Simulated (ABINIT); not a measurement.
# GaP (F-43m): a self-consistent loop beyond G0W0, cycle by cycle

Wanted: G0W0 and self-consistent gaps of GaP (F-43m), with the cost of the cycles.

Program: ABINIT 10.8.3. Level of theory: PBE and many-body steps on it, plane waves. Results are calculated unless marked as measured.

**Experimental background.**

- Gap 2.25 ± 0.04 eV: optical gap from Tauc plot (fundamental, indirect); spectroscopic ellipsometry, Tauc-Lorentz fit and Tauc plot; 300 K; film (GaP layer on Si reference sample) on Si (“Assessment of GaPSb/Si tandem material association properties for photoelectrochemical cells”, 2020, arxiv:2002.02774).

Report form: the programs' logs are mostly left out.

### 1. Set-up

Symmetry: F-43m, No. 216, cubic system. The conventional cell has a = 5.450 Å, b = 5.450 Å, c = 5.450 Å, α = 90.00°, β = 90.00°, γ = 90.00°. Nearest to Ga lie 4 P at 2.36 Å. P has 4 Ga at 2.36 Å nearest. Farther neighbours are not listed.

As a file:

```cif
data_structure
_symmetry_space_group_name_H-M 'P 1'
_symmetry_Int_Tables_number 1
_cell_length_a 3.8541
_cell_length_b 3.8541
_cell_length_c 3.8541
_cell_angle_alpha 60.000
_cell_angle_beta 60.000
_cell_angle_gamma 60.000
_cell_volume 40.48
loop_
_atom_site_label
_atom_site_type_symbol
_atom_site_fract_x
_atom_site_fract_y
_atom_site_fract_z
_atom_site_occupancy
Ga1 Ga 0.00000 0.00000 0.00000 1
P2 P 0.25000 0.25000 0.25000 1
```

The cell and positions come from the Crystallography Open Database and are kept as given unless a step says otherwise.

### 2. Empty states on the mesh, 4×4×4 mesh, 50 bands

This step: ABINIT 10.8.3; DFT, PBE, plane waves, norm-conserving pseudopotentials.

The sums over transitions need many empty states on a uniform mesh; this step solves for them.

File run.abi:

```
acell 3*1.0 Angstrom
rprim 
  0.000000000000 2.725250000000 2.725250000000
  2.725250000000 0.000000000000 2.725250000000
  2.725250000000 2.725250000000 0.000000000000
ntypat 2
znucl 31 15
natom 2
typat 1 2
xred 
  0.000000000000 0.000000000000 0.000000000000
  0.250000000000 0.250000000000 0.250000000000
pp_dirpath "pseudos"
pseudos "Ga.upf, P.upf"
ecut 36
ngkpt 4 4 4
nshiftk 1
shiftk 0 0 0
kptopt 1
chksymbreak 0
iscf -2
irdden 1
istwfk *1
nband 50
nbdbuf 4
tolwfr 1e-09
nstep 60
prtvol 0
indata_prefix "in"
outdata_prefix "out"
tmpdata_prefix "tmp"
```

On the command line:

```bash
$ OMP_NUM_THREADS=1 mpirun -n 4 abinit run.abi > log
```

The job ended after 7.4 s (4 MPI ranks of Arm Neoverse V2, shared host; peak memory 0.26 GiB; 29 s of CPU time).

Numbers from this step:

| Quantity | Value |
| --- | --- |
| gap | 1.653 eV |
| k of the valence top | 0, 0, 0 |
| k of the conduction bottom | 0.5, 0.5, 0 |
| least direct gap | 1.817 eV |
| k points computed | 8 |
| lowest point of the top converged band, above the valence top | 45.23 eV |

On this mesh the gap is 1.653 eV.

The density comes from a self-consistent run that is not shown.

### 3. Screening, 4×4×4 mesh, 46 bands, screening to 106.1 eV

The RPA dielectric matrix is built and inverted for each q.

This step: RPA screening on PBE, plane waves, norm-conserving pseudopotentials.

run.abi: that of step 2 with these lines changed.

```diff
@@ -20,10 +20,11 @@
 chksymbreak 0
-iscf -2
-irdden 1
 istwfk *1
-nband 50
-nbdbuf 4
-tolwfr 1e-09
-nstep 60
-prtvol 0
+occopt 1
+irdwfk 1
+optdriver 3
+nband 46
+ecuteps 3.9
+inclvkb 2
+awtr 1
+symchi 1
 indata_prefix "in"
```

It took 5.2 s on 4 MPI ranks; peak memory 0.46 GiB; 20 s of CPU time.

This step gave:

```
ε∞ with local fields, on this mesh, along the program's q direction : 18.02
the same without local fields                                       : 19.59
plasma frequency                                                    : 24.76 eV
plane waves in the screening matrix                                 : 113
```

Local fields lower ε∞ by 8 %. On a Γ-centred mesh this coarse the value itself is usually too large, while a short band sum pulls it down.

### 4. G0W0

The self-energy is evaluated for the states that the input lists, and the levels follow from it, in one-shot runs by the linearised quasiparticle equation.

This step: G0W0 on PBE, plane waves, norm-conserving pseudopotentials.

run.abi: that of step 3 with these lines changed.

```diff
@@ -23,8 +23,17 @@
 irdwfk 1
-optdriver 3
+optdriver 4
 nband 46
+gwcalctyp 0
+ecutsigx 36
+symsigma 1
+nkptgw 2
+kptgw 
+  0.0000000000 0.0000000000 0.0000000000
+  0.5000000000 0.5000000000 0.0000000000
+bdgw 
+  7 13
+  8 11
 ecuteps 3.9
-inclvkb 2
-awtr 1
-symchi 1
+irdscr 1
+ppmodel 1
 indata_prefix "in"
```

Run time: 3.1 s. Hardware: 4 MPI ranks; peak memory 0.37 GiB; 12 s of CPU time.

This step gave:

```
G0W0 gap on the points computed              : 2.014 eV
starting gap on the mesh                     : 1.653 eV
k of the valence top                         : 0, 0, 0
k of the conduction bottom                   : 0.5, 0.5, 0
Z at the valence top                         : 0.783
Z at the conduction bottom                   : 0.807
least direct G0W0 gap on the computed points : 2.366 eV
```

The gap on the mesh goes from 1.65 eV to 2.01 eV, a correction of +0.36 eV.

### 5. evGW0, cycle 1

This step: evGW0 on PBE, plane waves, norm-conserving pseudopotentials.

run.abi: that of step 4 with these lines changed.

```diff
@@ -25,12 +25,24 @@
 nband 46
-gwcalctyp 0
+gwcalctyp 10
 ecutsigx 36
 symsigma 1
-nkptgw 2
+nkptgw 8
 kptgw 
   0.0000000000 0.0000000000 0.0000000000
+  0.2500000000 0.0000000000 0.0000000000
+  0.5000000000 0.0000000000 0.0000000000
+  0.2500000000 0.2500000000 0.0000000000
+  0.5000000000 0.2500000000 0.0000000000
+  -0.2500000000 0.2500000000 0.0000000000
   0.5000000000 0.5000000000 0.0000000000
+  -0.2500000000 0.5000000000 0.2500000000
 bdgw 
-  7 13
-  8 11
+  1 13
+  1 13
+  1 13
+  1 13
+  1 13
+  1 13
+  1 13
+  1 13
 ecuteps 3.9
```

It took 20 s on 4 MPI ranks; peak memory 0.87 GiB.

Numbers from this step:

- quasiparticle gap on the mesh: 2.107 eV
- gap of the density functional on the mesh: 1.653 eV
- k of the valence top: 0, 0, 0
- k of the conduction bottom: 0.5, 0.5, 0
- Z at the valence top: 0.783
- Z at the conduction bottom: 0.807
- least direct quasiparticle gap on the computed points: 2.515 eV

Against G0W0 in ABINIT (4×4×4 mesh, 46 bands, screening to 106.1 eV, Godby-Needs plasmon pole), the gap moves by +0.093 eV. This first cycle still uses the starting levels; it takes the full correction, at all points of the mesh, and its linearised value is 2.014 eV.

### 6. evGW0, cycle 2

The corrected levels of the last cycle go back in.

run.abi: that of step 5 with these lines changed.

```diff
@@ -50,2 +50,3 @@
 ppmodel 1
+irdqps 1
 indata_prefix "in"
```

Elapsed: 20 s, on 4 MPI ranks; peak memory 0.87 GiB; 80 s of CPU time.

This step gave:

* quasiparticle gap on the mesh: 2.079 eV
* gap of the density functional on the mesh: 1.653 eV
* k of the valence top: 0, 0, 0
* k of the conduction bottom: 0.5, 0.5, 0
* least direct quasiparticle gap on the computed points: 2.435 eV

Against the cycle before, the gap moves by −0.028 eV.

### 7. evGW0, cycle 3

run.abi is that of step 6.

The job ended after 20 s (4 MPI ranks; peak memory 0.87 GiB; 79 s of CPU time).

This step gave:

| Property | Result |
| --- | --- |
| quasiparticle gap on the mesh | 2.079 eV |
| gap of the density functional on the mesh | 1.653 eV |
| k of the valence top | 0, 0, 0 |
| k of the conduction bottom | 0.5, 0.5, 0 |
| least direct quasiparticle gap on the computed points | 2.443 eV |

Against the cycle before, the gap moves by +0.000 eV.

### 8. Screening, 4×4×4 mesh, 46 bands, screening to 106.1 eV

This step: RPA screening on PBE, plane waves, norm-conserving pseudopotentials.

File run.abi:

```
acell 3*1.0 Angstrom
rprim 
  0.000000000000 2.725250000000 2.725250000000
  2.725250000000 0.000000000000 2.725250000000
  2.725250000000 2.725250000000 0.000000000000
ntypat 2
znucl 31 15
natom 2
typat 1 2
xred 
  0.000000000000 0.000000000000 0.000000000000
  0.250000000000 0.250000000000 0.250000000000
pp_dirpath "pseudos"
pseudos "Ga.upf, P.upf"
ecut 36
ngkpt 4 4 4
nshiftk 1
shiftk 0 0 0
kptopt 1
chksymbreak 0
istwfk *1
occopt 1
irdwfk 1
optdriver 3
nband 46
ecuteps 3.9
inclvkb 2
awtr 1
symchi 1
gwcalctyp 10
mbpt_sciss 0.836 eV
nqptdm 1
qptdm 
  0 0 0
indata_prefix "in"
outdata_prefix "out"
tmpdata_prefix "tmp"
```

Elapsed: 2.8 s, on 4 MPI ranks; peak memory 0.12 GiB; 11 s of CPU time.

This step gave:

```
ε∞ with local fields, on this mesh, along the program's q direction : 14.65
the same without local fields                                       : 15.80
plasma frequency                                                    : 24.76 eV
plane waves in the screening matrix                                 : 113
```

This screening uses the functional's bands under a rigid shift, the mean opening of the cycle before.

### 9. Screening, 4×4×4 mesh, 46 bands, screening to 106.1 eV

This step: RPA screening on PBE from quasiparticle energies, plane waves, norm-conserving pseudopotentials.

run.abi: that of step 8 with these lines changed.

```diff
@@ -29,7 +29,13 @@
 symchi 1
+irdqps 1
 gwcalctyp 10
-mbpt_sciss 0.836 eV
-nqptdm 1
+nqptdm 7
 qptdm 
-  0 0 0
+  0.2500000000 0.0000000000 0.0000000000
+  0.5000000000 0.0000000000 0.0000000000
+  0.2500000000 0.2500000000 0.0000000000
+  0.5000000000 0.2500000000 0.0000000000
+  -0.2500000000 0.2500000000 0.0000000000
+  0.5000000000 0.5000000000 0.0000000000
+  -0.2500000000 0.5000000000 0.2500000000
 indata_prefix "in"
```

File mrgscr.stdin:

```
2
merged
q0_SCR
out_SCR
1
```

On the command line:

```bash
$ OMP_NUM_THREADS=1 mpirun -n 4 abinit run.abi > log; mrgscr < mrgscr.stdin
```

It took 4.5 s on 4 MPI ranks; peak memory 0.43 GiB.

This step gave:

```yaml
plasma_frequency: 24.76 eV
plane_waves_in_the_screening_matrix: 113
```

This screening reads the quasiparticle levels of the cycle before.

### 10. evGW, cycle 1

This step: evGW on PBE, plane waves, norm-conserving pseudopotentials.

run.abi: that of step 9 with these lines changed.

```diff
@@ -23,12 +23,10 @@
 irdwfk 1
-optdriver 3
+optdriver 4
 nband 46
-ecuteps 3.9
-inclvkb 2
-awtr 1
-symchi 1
-irdqps 1
 gwcalctyp 10
-nqptdm 7
-qptdm 
+ecutsigx 36
+symsigma 1
+nkptgw 8
+kptgw 
+  0.0000000000 0.0000000000 0.0000000000
   0.2500000000 0.0000000000 0.0000000000
@@ -40,2 +38,15 @@
   -0.2500000000 0.5000000000 0.2500000000
+bdgw 
+  1 13
+  1 13
+  1 13
+  1 13
+  1 13
+  1 13
+  1 13
+  1 13
+ecuteps 3.9
+irdscr 1
+ppmodel 1
+irdqps 1
 indata_prefix "in"
```

On the command line:

```bash
$ OMP_NUM_THREADS=1 mpirun -n 4 abinit run.abi > log
```

Wall time 20 s (4 MPI ranks); peak memory 0.87 GiB; 79 s of CPU time.

This step gave:

```yaml
quasiparticle_gap_on_the_mesh: 2.172 eV
gap_of_the_density_functional_on_the_mesh: 1.653 eV
k_of_the_valence_top: 0, 0, 0
k_of_the_conduction_bottom: 0.5, 0.5, 0
least_direct_quasiparticle_gap_on_the_computed_points: 2.516 eV
```

Against G0W0 in ABINIT (4×4×4 mesh, 46 bands, screening to 106.1 eV, Godby-Needs plasmon pole), the gap moves by +0.158 eV.

### 11. Screening, 4×4×4 mesh, 46 bands, screening to 106.1 eV

This step: RPA screening on PBE, plane waves, norm-conserving pseudopotentials.

File run.abi:

```
acell 3*1.0 Angstrom
rprim 
  0.000000000000 2.725250000000 2.725250000000
  2.725250000000 0.000000000000 2.725250000000
  2.725250000000 2.725250000000 0.000000000000
ntypat 2
znucl 31 15
natom 2
typat 1 2
xred 
  0.000000000000 0.000000000000 0.000000000000
  0.250000000000 0.250000000000 0.250000000000
pp_dirpath "pseudos"
pseudos "Ga.upf, P.upf"
ecut 36
ngkpt 4 4 4
nshiftk 1
shiftk 0 0 0
kptopt 1
chksymbreak 0
istwfk *1
occopt 1
irdwfk 1
optdriver 3
nband 46
ecuteps 3.9
inclvkb 2
awtr 1
symchi 1
gwcalctyp 10
mbpt_sciss 0.937 eV
nqptdm 1
qptdm 
  0 0 0
indata_prefix "in"
outdata_prefix "out"
tmpdata_prefix "tmp"
```

It took 2.8 s on 4 MPI ranks; peak memory 0.12 GiB; 11 s of CPU time.

This step gave:

- ε∞ with local fields, on this mesh, along the program's q direction: 14.34
- the same without local fields: 15.46
- plasma frequency: 24.76 eV
- plane waves in the screening matrix: 113

This screening uses the functional's bands under a rigid shift, the mean opening of the cycle before.

### 12. Screening, 4×4×4 mesh, 46 bands, screening to 106.1 eV

This step: RPA screening on PBE from quasiparticle energies, plane waves, norm-conserving pseudopotentials.

run.abi: that of step 11 with these lines changed.

```diff
@@ -29,7 +29,13 @@
 symchi 1
+irdqps 1
 gwcalctyp 10
-mbpt_sciss 0.937 eV
-nqptdm 1
+nqptdm 7
 qptdm 
-  0 0 0
+  0.2500000000 0.0000000000 0.0000000000
+  0.5000000000 0.0000000000 0.0000000000
+  0.2500000000 0.2500000000 0.0000000000
+  0.5000000000 0.2500000000 0.0000000000
+  -0.2500000000 0.2500000000 0.0000000000
+  0.5000000000 0.5000000000 0.0000000000
+  -0.2500000000 0.5000000000 0.2500000000
 indata_prefix "in"
```

mrgscr.stdin is that of step 9.

On the command line:

```bash
$ OMP_NUM_THREADS=1 mpirun -n 4 abinit run.abi > log; mrgscr < mrgscr.stdin
```

Run time: 4.5 s. Hardware: 4 MPI ranks; peak memory 0.43 GiB.

Numbers from this step:

| Property | Result |
| --- | --- |
| plasma frequency | 24.76 eV |
| plane waves in the screening matrix | 113 |

This screening reads the quasiparticle levels of the cycle before.

### 13. evGW, cycle 2

This step: evGW on PBE, plane waves, norm-conserving pseudopotentials.

run.abi: that of step 12 with these lines changed.

```diff
@@ -23,12 +23,10 @@
 irdwfk 1
-optdriver 3
+optdriver 4
 nband 46
-ecuteps 3.9
-inclvkb 2
-awtr 1
-symchi 1
-irdqps 1
 gwcalctyp 10
-nqptdm 7
-qptdm 
+ecutsigx 36
+symsigma 1
+nkptgw 8
+kptgw 
+  0.0000000000 0.0000000000 0.0000000000
   0.2500000000 0.0000000000 0.0000000000
@@ -40,2 +38,15 @@
   -0.2500000000 0.5000000000 0.2500000000
+bdgw 
+  1 13
+  1 13
+  1 13
+  1 13
+  1 13
+  1 13
+  1 13
+  1 13
+ecuteps 3.9
+irdscr 1
+ppmodel 1
+irdqps 1
 indata_prefix "in"
```

On the command line:

```bash
$ OMP_NUM_THREADS=1 mpirun -n 4 abinit run.abi > log
```

It took 20 s on 4 MPI ranks; peak memory 0.87 GiB.

This step gave:

```yaml
quasiparticle_gap_on_the_mesh: 2.177 eV
gap_of_the_density_functional_on_the_mesh: 1.653 eV
k_of_the_valence_top: 0, 0, 0
k_of_the_conduction_bottom: 0.5, 0.5, 0
least_direct_quasiparticle_gap_on_the_computed_points: 2.521 eV
```

Against the cycle before, the gap moves by +0.005 eV.

### 14. Side by side

Times are wall times on 4 MPI ranks of Arm Neoverse V2, shared host, good to a factor of about two. A run's time includes the screening step that it read.

| run | mesh | bands | screening cutoff (eV) | DFT gap (eV) | gap on the mesh (eV) | direct (eV) | ε∞ used | time |
| --- | --- | --- | --- | --- | --- | --- | --- | --- |
| G0W0 | 4×4×4 | 46 | 106.1 | 1.653 | 2.014 | 2.366 | 18.02 | 8.2 s |
| evGW0, cycle 1 | 4×4×4 | 46 | 106.1 | 1.653 | 2.107 | 2.515 | 18.02 | 25 s |
| evGW0, cycle 2 | 4×4×4 | 46 | 106.1 | 1.653 | 2.079 | 2.435 | 18.02 | 25 s |
| evGW0, cycle 3 | 4×4×4 | 46 | 106.1 | 1.653 | 2.079 | 2.443 | 18.02 | 25 s |
| evGW, cycle 1 | 4×4×4 | 46 | 106.1 | 1.653 | 2.172 | 2.516 | 14.65 | 27 s |
| evGW, cycle 2 | 4×4×4 | 46 | 106.1 | 1.653 | 2.177 | 2.521 | 14.34 | 27 s |

### 15. Results

* G0W0: 2.014 eV
* evGW0, cycle 1: 2.107 eV
* evGW0, cycle 2: 2.079 eV
* evGW0, cycle 3: 2.079 eV
* evGW, cycle 1: 2.172 eV
* evGW, cycle 2: 2.177 eV
* known limits: not at the basis limit; exchange with frozen shells missing; no spin-orbit coupling; coarse k mesh

In words: Only the bands that the input lists are updated; the others, empty or deep, keep the functional's energies or take a rigid shift. The evGW loop starts from the last levels of evGW0, so its cycles and time come on top of those. evGW0 ends at 2.08 eV, +0.06 eV from G0W0, after 3 cycles that took 60 s beside the first screening; the last moved the gap by 0.000 eV. evGW ends at 2.18 eV, +0.16 eV from G0W0, after 2 cycles that took 54 s beside the first screening; the last moved the gap by 0.005 eV. The first cycle of evGW0 takes the full correction, without the factor Z, so it overshoots the one-shot value. Against experiment, by evGW, cycle 2: the gap of 2.18 eV lies −0.07 eV from the measured 2.25 ± 0.04 eV (indirect, 300 K, on Si, 2020). These are gaps on the mesh, at modest bands and cutoff. The calculation has static nuclei and no excitons; a measured gap holds zero-point and thermal motion, which mostly lowers it. Bands and cutoff are finite, so the gap is not at the basis limit. The miss can reach some tenths of an eV and take either sign; the mesh is an error of its own. A denser mesh or path gives a starting gap of 1.59 eV: the GW mesh misses a band edge, so its gaps are not the fundamental one. The 4×4×4 mesh is coarse for this cell, which bears on the long-range parts of exchange and screening. The norm-conserving file of at least one element keeps a d shell over frozen s and p shells of the same row. Exchange with those shells is missing from the self-energy, an error of 0.3 to 0.9 eV in cases checked, whose sign depends on which edge lies on those atoms. In the updated screening the q = 0 part is built from Kohn-Sham bands under a rigid shift, the other q from the quasiparticle levels. The many-body steps are scalar-relativistic: spin-orbit coupling is not in them.

[Paths, hosts, dates, memory and timing lines, banners, echoed tables and standing remarks are left out of the program output.]

[Logs are printed without paths, hosts, clocks, repeated set-up lines and the standing remarks that a program may print on its own settings, such as how far it seeks lower states.]

[Runs of the session that timed out or met a known fault of the program may be left out.]

[Hosts, paths, dates, database ids (printed as entryN), source tags and the programs' standing remarks are cut or masked in the printed files.]

[G0W0 gaps are taken among the corrected bands and points alone; a level outside them can change the order at an edge.]

[Where Ansatz stands beside ABINIT at settings called matched, ABINIT's density can come from a denser mesh and the files from another edition; pairs whose starting gaps differed by over 0.03 eV were left out, so agreement reads better than it is.]
